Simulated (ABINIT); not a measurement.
An input for ABINIT 10.8.3 (H4C (I-43m)):

```
acell 3*1.0 Angstrom
rprim 
  -2.478924680900 2.478924680900 2.478924680900
  2.478924680900 -2.478924680900 2.478924680900
  2.478924680900 2.478924680900 -2.478924680900
ntypat 2
znucl 1 6
natom 5
typat 1 1 1 1 2
xred 
  0.000000000000 0.000000000000 0.746312870000
  0.746312870000 0.000000000000 0.000000000000
  0.000000000000 0.746312870000 0.000000000000
  0.253687130000 0.253687130000 0.253687130000
  0.000000000000 0.000000000000 0.000000000000
pp_dirpath "pseudos"
pseudos "H.upf, C.upf"
ecut 37
ngkpt 4 4 4
nshiftk 1
shiftk 0 0 0
kptopt 1
chksymbreak 0
istwfk *1
occopt 1
irdwfk 1
optdriver 4
nband 44
gwcalctyp 10
ecutsigx 37
symsigma 1
nkptgw 8
kptgw 
  0.0000000000 0.0000000000 0.0000000000
  0.2500000000 0.0000000000 0.0000000000
  0.5000000000 0.0000000000 0.0000000000
  0.2500000000 0.2500000000 0.0000000000
  0.2500000000 0.2500000000 0.2500000000
  -0.2500000000 0.2500000000 0.2500000000
  0.5000000000 0.5000000000 0.2500000000
  0.5000000000 0.5000000000 0.5000000000
bdgw 
  1 13
  1 13
  1 13
  1 13
  1 13
  1 13
  1 13
  1 13
ecuteps 3.9
irdscr 1
ppmodel 1
irdqps 1
indata_prefix "in"
outdata_prefix "out"
tmpdata_prefix "tmp"
```

```sh
OMP_NUM_THREADS=1 mpirun -n 4 abinit run.abi > log
```

Question: How long will it take on 4 MPI ranks of Arm Neoverse N1, shared host, and how much memory?

It took 50 s; on shared hardware allow 25 s to 1.7 min. Peak host memory was 1.1 GiB.

[Paths, hosts, dates, memory and timing lines, banners, echoed tables and standing remarks are left out of the program output.]

[Logs are printed without paths, hosts, clocks, repeated set-up lines and the standing remarks that a program may print on its own settings, such as how far it seeks lower states.]

[Runs of the session that timed out or met a known fault of the program may be left out.]

[Hosts, paths, dates, database ids (printed as entryN), source tags and the programs' standing remarks are cut or masked in the printed files.]

[G0W0 gaps are taken among the corrected bands and points alone; a level outside them can change the order at an edge.]

[Where Ansatz stands beside ABINIT at settings called matched, ABINIT's density can come from a denser mesh and the files from another edition; pairs whose starting gaps differed by over 0.03 eV were left out, so agreement reads better than it is.]
